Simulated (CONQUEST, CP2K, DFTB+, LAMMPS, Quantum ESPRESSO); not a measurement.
# CONQUEST on glassy 55SiO2-45BaO (mol %) (107 atoms): settings against a plane-wave reference, part 2 of 2

How do the settings of CONQUEST change the result for glassy 55SiO2-45BaO (mol %) (107 atoms)? A plane-wave run serves as the yardstick.

Program: CONQUEST 1.3; the method stands at each step. Banners, paths, timers and routine set-up lines are dropped from the logs unmarked, and long logs keep their key lines alone; longer cuts are marked.

So far. Step 3 (PBE, grid 40 Ha): Against the first run (14 %), the force difference from the reference is 167 %, at 0.46 times the CPU time (on 2 against 4 cores): the grid matters here. Step 4 (PBEsol, grid 120 Ha): Against the first run (14 %), the force difference from the reference is 9.7 %, at 1.0 times the CPU time; another functional landing nearer a PBE reference means that errors partly cancel.

### Step 5. PBE, grid 120 Ha, on-site functions

Method: Kohn-Sham DFT, PBE, norm-conserving pseudopotentials, pseudo-atomic orbitals (double zeta with polarisation), contracted to on-site support functions, diagonalisation.

The pseudopotential files are exchanged too: the .ion files are now those for PBE.

The input, Conquest_input:

```
IO.Title cell
IO.Coordinates coords.dat
IO.FractionalAtomicCoords T
IO.Iprint 1
General.NumberOfSpecies 3
AtomMove.TypeOfRun static
AtomMove.CalcStress F
Grid.GridCutoff 120
DM.SolutionMethod diagon
SC.MaxIters 100
SC.LinearMixingFactor 0.3
minE.SCTolerance 1e-06
Diag.kT 0.001837
Diag.MPMesh T
Diag.GammaCentred T
Diag.MPMeshX 1
Diag.MPMeshY 1
Diag.MPMeshZ 1
%block ChemicalSpeciesLabel
1 28.085 Si
2 137.327 Ba
3 15.999 O
%endblock
Basis.MultisiteSF T
Multisite.LFD T
Multisite.LFD.NonSCF T
%block Si
Atom.NumberOfSupports 4
Atom.MultisiteRange 0.1
Atom.LFDRange 8.0
%endblock
%block Ba
Atom.NumberOfSupports 5
Atom.MultisiteRange 0.1
Atom.LFDRange 8.0
%endblock
%block O
Atom.NumberOfSupports 4
Atom.MultisiteRange 0.1
Atom.LFDRange 8.0
%endblock
```

The input, coords.dat:

```
22.958944 0.000000 0.000000
0.000000 22.958944 0.000000
0.000000 0.000000 22.958944
107
[... 107 atom lines left out: the same atoms as in the first run ...]
```

Launch:

```sh
OMP_NUM_THREADS=1 mpirun -np 4 Conquest > output.txt
```

Numbers of over 12 decimals in the logs are rounded to 6 here.

Conquest_out:

```text
      Simulation cell dimensions:    22.9589 a0 x    22.9589 a0 x    22.9589 a0
        This calculation includes non-local pseudopotentials,
         with a maximum core radius of     10.78210748
    Job title: cell
    Job to be run: static calculation
    Ground state search:
      Support functions represented with PAO basis
      Multi-site SFs used with local filter diagonalisation
[... lines left out ...]
      Using Fermi-Dirac smearing
[... lines left out ...]
    The functional used will be GGA PBE96
[... lines left out ...]
          Free Energy (E-TS)               :     -1704.864667 Ha
[... lines left out ...]
          Free Energy (E-TS)               :     -1704.880608 Ha
[... lines left out ...]
    PulayMixSC: Pulay iteration     9 residual:              0.50746E-06
    PulayMixSC: Reached SCF tolerance of  0.50746E-06 after      9 iterations
      | Number of electrons      =       672.000412
      |* Harris-Foulkes energy   =     -1704.880883 Ha
      |* DFT total energy        =     -1704.880883 Ha
    force: Forces on atoms (Ha/a0)
    force:  Atom   X              Y              Z
    force:     1   0.0235965700  -0.0279129075   0.0137159149
    force:     2  -0.0157269198   0.0257299358   0.0163411809
    force:     3  -0.0063762026   0.0095749641  -0.0133765068
[...]
force:   106  -0.0261004347  -0.0249842803   0.0231024809
    force:   107  -0.0619462892  -0.0782557406  -0.0179701710
    force: Maximum force :        0.09597496(Ha/a0) on atom        44 in y direction
    force: Force Residual:        0.06262759 Ha/a0
    get_E_and_F: Change in energy during last step of electronic optimisation: -0.32446E-03
```

The job ended after 2.5 min (4 MPI ranks of Intel Xeon 6975P-C (Granite Rapids), shared host; peak memory 14 GiB; 9.8 min of CPU time).

Numbers from this run, and their distance from the reference:

| Item | Value |
| --- | --- |
| r.m.s. force component | 1.859 eV/Å |
| r.m.s. difference of force components | 750.5 meV/Å |
| longest difference of force vectors | 2457 meV/Å |
| force difference over r.m.s. force | 63.65 % |
| slope of forces against the reference's | 1.541 |
| correlation of force components | 0.9771 |
| gap (highest filled to lowest empty level) | 1.004 eV |
| gap difference | -1.696 eV |

This is a coarse setting, run to see what it loses.

Against the first run (14 %), the force difference from the reference is 64 %, at 0.97 times the CPU time.

The difference per atom is largest on O (1.5 eV/Å on average, against 0.49 on Si).

### Step 6. Side by side

Differences are against the plane-wave reference, forces as r.m.s. over components; share is that over the reference's r.m.s. force, slope the least-squares factor from reference forces to these. Total energies of different programs have different zeros and aren't compared.

```tsv
run	Δ force, r.m.s. (meV/Å)	share (%)	slope	Δ pressure (GPa)	Δ gap (eV)	cores	CPU time	memory (GiB)
reference	-	-	-	-	-	4	60 min	6.2
CONQUEST PBE, grid 120 Ha	170	14.4	1.113	1.50	-0.134	4	10 min	16
CONQUEST PBE, grid 40 Ha (coarse)	1968	167	1.090	5.30	-0.227	2	4.7 min	5.5
CONQUEST PBEsol, grid 120 Ha	114	9.66	1.070	-1.55	-0.182	4	10 min	16
CONQUEST PBE, grid 120 Ha, on-site functions (coarse)	750	63.6	1.541	-	-1.70	4	9.8 min	14
```

Rows marked coarse were listed beforehand as settings not expected to be converged; some can still land near the reference.

CPU time is summed over cores on a shared host, where runs went side by side, so it is rough. Symmetry, cutoffs, thresholds, outputs and thread counts weren't matched or tuned between programs; memory under MPI is the largest rank's times the ranks.

Within one program, basis, potentials and functional, energies share a zero. Each run against its twin at the usual cutoff or grid and solver:

```tsv
run	twin	Δ energy (meV/atom)	Δ force, r.m.s. (meV/Å)	CPU time over the twin's
CONQUEST PBE, grid 40 Ha	grid 120 Ha	-237	1965	0.47 (this twin ran on 4 cores)
```

Further runs of this program without a result: CONQUEST PBE, grid 120 Ha, on-site functions, order-N, range 10 bohr (cut off at its time limit).

### Step 7. Results

```yaml
nearest_in_forces: CONQUEST PBEsol, grid 120 Ha, 9.7 %
its_cpu_time: 10 min
```

What this shows: The PBE run in local orbitals, coarse settings apart, differs by 14 % (CONQUEST PBE, grid 120 Ha); basis, grid and potentials can all enter. Rows with another functional or a dispersion term differ by 9.7 % (CONQUEST PBEsol, grid 120 Ha), which mixes the change of model with differences of basis and potentials. Runs with settings chosen to be coarse differ by 64 % (CONQUEST PBE, grid 120 Ha, on-site functions) to 167 % (CONQUEST PBE, grid 40 Ha), their programs' other errors included. Of the electronic-structure runs that take under half the reference's CPU time, CONQUEST PBEsol, grid 120 Ha comes nearest, at 9.7 % in 10 min against 60 min; its pressure misses by -1.6 GPa. CONQUEST PBE, grid 120 Ha, on-site functions stiffens the forces by a factor of 1.54 while following their directions (correlation 0.977); the difference isn't even, but is largest on one element. At the same functional, gaps differ from the reference's 2.70 eV by between -1.70 and -0.13 eV. In pressure, CONQUEST PBE, grid 40 Ha misses by +5.3 GPa, at the same functional. The reference's pressure holds the uncorrected Pulay stress of its 60 Ry basis, so small pressure differences, and their order, may be the reference's own error. The quench rate of 100 K/ps is many orders above laboratory rates, so the cell is likely richer in defects and strain than a real sample. The network of bonds at the start is that of the classical potential that made the cell, and needn't be the one that DFT or experiment would give. The reference's pressure of 4.5 GPa belongs to a cell and atoms that aren't relaxed at this level. The electronic-structure runs sample only Γ, in a cell whose shortest periodic width is 12 Å. Spin–orbit coupling is left out, which matters for the levels of the heavy elements.

[Also dropped from logs without a mark: logging warnings of Python, and SIESTA's first energy breakdown and zero terms.]

[Logs are printed without paths, hosts, clocks, repeated set-up lines and the standing remarks that a program may print on its own settings, such as how far it seeks lower states.]

[Hosts, paths, dates, database ids (printed as entryN), source tags and the programs' standing remarks are cut or masked in the printed files.]
